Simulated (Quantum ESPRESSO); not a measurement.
# MgO (Periclase): phonon deformation potentials, worked out

Wanted: the shift of the optical mode of MgO (Periclase) in a strained (001) layer.

Main program and level: Quantum ESPRESSO 7.5; DFT PBEsol, scalar-relativistic, plane waves, GBRV ultrasoft pseudopotentials.

The database entry behind the starting cell differs from later determinations by our own check (about 0.1 % long), so it need not match the best structure at ambient conditions.

## Step 1: The relaxed structure

Symmetry: Fm-3m, No. 225, cubic system. Conventional cell: a = 4.216 Å, b = 4.216 Å, c = 4.216 Å, α = 90.00°, β = 90.00°, γ = 90.00°. Mg has 6 O at 2.11 Å nearest. Nearest to O lie 6 Mg at 2.11 Å. Farther neighbours and most contacts between anions are not listed.

Coordinates:

```cif
data_structure
_symmetry_space_group_name_H-M 'Fm-3m'
_symmetry_Int_Tables_number 225
_cell_length_a 4.2156
_cell_length_b 4.2156
_cell_length_c 4.2156
_cell_angle_alpha 90.000
_cell_angle_beta 90.000
_cell_angle_gamma 90.000
_cell_volume 74.92
loop_
_atom_site_label
_atom_site_type_symbol
_atom_site_symmetry_multiplicity
_atom_site_Wyckoff_symbol
_atom_site_fract_x
_atom_site_fract_y
_atom_site_fract_z
_atom_site_occupancy
Mg1 Mg 4 a 0.00000 0.00000 0.00000 1
O1 O 4 b 0.00000 0.50000 0.00000 1
```

This is the cell after its relaxation at this level of theory, not the database cell from which that began.

## Step 2: Uniaxial strain

The relaxed cell is stretched along z alone. This keeps all atoms on sites fixed by symmetry and splits the threefold mode into a singlet, polarised along z, and a doublet. The macroscopic field is left out, so these are transverse modes. Cutoff 55 Ry, k mesh 12×12×12.

From the response at ε_zz = 0.01:

The program printed:

```text
[banners, grids, parts of the stress and lines that vanish by symmetry left out]
Program PHONON v.7.5
     Reading xml data from directory:

[...]
Exchange-correlation= PBESOL
                           (   1   4  10   8   0   0   0)
[...]
kinetic-energy cut-off    =      55.0000  Ry
     charge density cut-off    =     440.0000  Ry
     convergence threshold     =      1.0E-18
[...]
Exchange-correlation= PBESOL
                           (   1   4  10   8   0   0   0)
[...]
q = (   0.0000000   0.0000000   0.0000000 )
     17 Sym.Ops. (with q -> -q+G )
     G cutoff =  357.2089  (  19883 G-vectors)     FFT grid: ( 40, 40, 40)
     G cutoff =  178.6044  (   7015 G-vectors)  smooth grid: ( 27, 27, 27)
     number of k points=   163
[...]
Mode symmetry, D_4h(4/mmm) point group:
[...]
Representation #   1 mode #   1
[...]
End of self-consistent calculation
     Convergence has been achieved
     Representation #   2 mode #   2
[...]
End of self-consistent calculation
     Convergence has been achieved
     Representation #   3 modes #   3   4
[...]
End of self-consistent calculation
     Convergence has been achieved
     Representation #   4 modes #   5   6
[...]
End of self-consistent calculation
     Convergence has been achieved
[...]
q = (    0.000000000   0.000000000   0.000000000 )
[...]
freq (    1) =      -0.474552 [THz] =     -15.829365 [cm-1]
     freq (    2) =      -0.471962 [THz] =     -15.742947 [cm-1]
     freq (    3) =      -0.471962 [THz] =     -15.742947 [cm-1]
     freq (    4) =      10.626264 [THz] =     354.454027 [cm-1]
     freq (    5) =      11.619403 [THz] =     387.581553 [cm-1]
     freq (    6) =      11.619403 [THz] =     387.581553 [cm-1]
[...]
Mode symmetry, D_4h(4/mmm) point group:
     freq (   1-   1) =        -15.8  [cm-1]   --> A_2u X_4' M_4'  I
     freq (   2-   3) =        -15.7  [cm-1]   --> E_u  X_5' M_5'  I
     freq (   4-   4) =        354.5  [cm-1]   --> A_2u X_4' M_4'  I
     freq (   5-   6) =        387.6  [cm-1]   --> E_u  X_5' M_5'  I

   JOB DONE.
```

```
  ε_zz  singlet (cm⁻¹)  doublet (cm⁻¹)  σ_zz (GPa)  σ_xx (GPa)
 -0.01          417.99          383.62      -3.006      -0.820
-0.005          401.75          384.75      -1.405      -0.355
     0          385.79          385.79       0.100       0.100
 0.005          370.02          386.73       1.517       0.548
  0.01          354.45          387.58       2.847       0.985
```

Stress is counted positive in tension.

## Step 3: The fit

To first order ω² − ω₀² = p ε_zz + q (ε_xx + ε_yy) for the mode along z, and likewise for x and y. With ε_zz alone the singlet gives p and the doublet q.

The linear terms of parabolas through ω² are p = -16.48 ω₀² and q = 1.03 ω₀², with ω₀ = 385.8 cm⁻¹. Those of the stresses are C11 = 293 GPa and C12 = 90 GPa. Under hydrostatic strain p and q imply γ = −(p + 2q)/(6 ω₀²) = 2.40.

A layer held to an in-plane strain ε and free along z takes ε_zz = −2 (C12/C11) ε = -0.617 ε. To first order the singlet then shifts by (q − p C12/C11) ε / ω₀ = 2358 ε cm⁻¹. For ε = 0.004, ε_zz = -0.00247, the formulas for ω² predict 395.11 cm⁻¹ for the singlet and 373.17 cm⁻¹ for the doublet.

## Step 4: A biaxially strained cell

This run was no part of the fit.

The program printed:

```text
[banners, grids, parts of the stress and lines that vanish by symmetry left out]
[banner, memory and clock lines left out]
Program PHONON v.7.5

[...]
Exchange-correlation= PBESOL
                           (   1   4  10   8   0   0   0)
[...]
kinetic-energy cut-off    =      55.0000  Ry
     charge density cut-off    =     440.0000  Ry
     convergence threshold     =      1.0E-18
[...]
Exchange-correlation= PBESOL
                           (   1   4  10   8   0   0   0)
[...]
q = (   0.0000000   0.0000000   0.0000000 )
     17 Sym.Ops. (with q -> -q+G )
     G cutoff =  354.1996  (  19795 G-vectors)     FFT grid: ( 40, 40, 40)
     G cutoff =  177.0998  (   6983 G-vectors)  smooth grid: ( 27, 27, 27)
     number of k points=   163
[...]
Mode symmetry, D_4h(4/mmm) point group:
[...]
Representation #   1 mode #   1
[...]
End of self-consistent calculation
     Convergence has been achieved
     Representation #   2 mode #   2
[...]
End of self-consistent calculation
     Convergence has been achieved
     Representation #   3 modes #   3   4
[...]
End of self-consistent calculation
     Convergence has been achieved
     Representation #   4 modes #   5   6
[...]
End of self-consistent calculation
     Convergence has been achieved
[...]
q = (    0.000000000   0.000000000   0.000000000 )
[...]
freq (    1) =      -0.472435 [THz] =     -15.758748 [cm-1]
     freq (    2) =      -0.472435 [THz] =     -15.758748 [cm-1]
     freq (    3) =      -0.469543 [THz] =     -15.662272 [cm-1]
     freq (    4) =      11.194595 [THz] =     373.411505 [cm-1]
     freq (    5) =      11.194595 [THz] =     373.411505 [cm-1]
     freq (    6) =      11.846228 [THz] =     395.147620 [cm-1]
[...]
Mode symmetry, D_4h(4/mmm) point group:
     freq (   1-   2) =        -15.8  [cm-1]   --> E_u  X_5' M_5'  I
     freq (   3-   3) =        -15.7  [cm-1]   --> A_2u X_4' M_4'  I
     freq (   4-   5) =        373.4  [cm-1]   --> E_u  X_5' M_5'  I
     freq (   6-   6) =        395.1  [cm-1]   --> A_2u X_4' M_4'  I
```

```csv
mode,predicted (cm⁻¹),run (cm⁻¹)
singlet,395.11,395.15
doublet,373.17,373.41
```

The stress along z is 0.094 GPa and that in the plane 1.372 GPa; the unstrained cell carries 0.100 GPa.

## Step 5: Summary of results

| Quantity | Value |
| --- | --- |
| p (in units of the squared frequency) | -16.48 |
| q (same units) | 1.026 |
| shift of the singlet per unit of biaxial strain | 2358 cm⁻¹ |
| C11 and C12 | 293 and 90 GPa |

**Reading.** To first order, one per cent of tensile biaxial strain moves the singlet of MgO (Periclase) by 23.6 cm⁻¹ and the doublet by -31.0 cm⁻¹; the formulas miss the test run by up to 0.24 cm⁻¹. In the rock-salt structure this mode is infrared active and has no first-order Raman line. The third potential, r, needs shear strain, which was not run. The acoustic modes of the response miss zero by 16 cm⁻¹, a numerical error that can touch the optical modes as well. These are harmonic values at zero temperature.

[Host names and launcher messages were left out of these logs when they were recorded.]

[Logs are printed without paths, hosts, clocks, repeated set-up lines and the standing remarks that a program may print on its own settings, such as how far it seeks lower states.]

[Hosts, paths, dates, database ids (printed as entryN), source tags and the programs' standing remarks are cut or masked in the printed files.]
